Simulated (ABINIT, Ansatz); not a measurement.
Planning a run of ABINIT 10.8.3 on Li3OCl (Pm-3m). The input:

```
acell 3*1.0 Angstrom
rprim 
  3.908337000000 0.000000000000 0.000000000000
  0.000000000000 3.908337000000 0.000000000000
  0.000000000000 0.000000000000 3.908337000000
ntypat 3
znucl 3 17 8
natom 5
typat 1 1 1 2 3
xred 
  0.000000000000 0.500000000000 0.500000000000
  0.500000000000 0.000000000000 0.500000000000
  0.500000000000 0.500000000000 0.000000000000
  0.000000000000 0.000000000000 0.000000000000
  0.500000000000 0.500000000000 0.500000000000
pp_dirpath "pseudos"
pseudos "Li.upf, Cl.upf, O.upf"
ecut 36
ngkpt 4 4 4
nshiftk 1
shiftk 0 0 0
kptopt 1
chksymbreak 0
istwfk *1
occopt 1
irdwfk 1
optdriver 3
nband 146
ecuteps 6.5
inclvkb 2
awtr 1
symchi 1
indata_prefix "in"
outdata_prefix "out"
tmpdata_prefix "tmp"
```

```sh
OMP_NUM_THREADS=1 mpirun -n 4 abinit run.abi > log
```

Question: Estimate wall time and host memory on 4 MPI ranks of Intel Xeon Platinum 8259CL at 2.50GHz (Skylake/Cascade Lake), shared host.

It took 1.9 min; on shared hardware allow 58 s to 3.8 min. Peak host memory was 1.3 GiB.

[Paths, hosts, dates, memory and timing lines, banners, echoed tables and standing remarks are left out of the program output.]

[Logs are printed without paths, hosts, clocks, repeated set-up lines and the standing remarks that a program may print on its own settings, such as how far it seeks lower states.]

[Runs of the session that timed out or met a known fault of the program may be left out.]

[Hosts, paths, dates, database ids (printed as entryN), source tags and the programs' standing remarks are cut or masked in the printed files.]

[G0W0 gaps are taken among the corrected bands and points alone; a level outside them can change the order at an edge.]

[Where Ansatz stands beside ABINIT at settings called matched, ABINIT's density can come from a denser mesh and the files from another edition; pairs whose starting gaps differed by over 0.03 eV were left out, so agreement reads better than it is.]
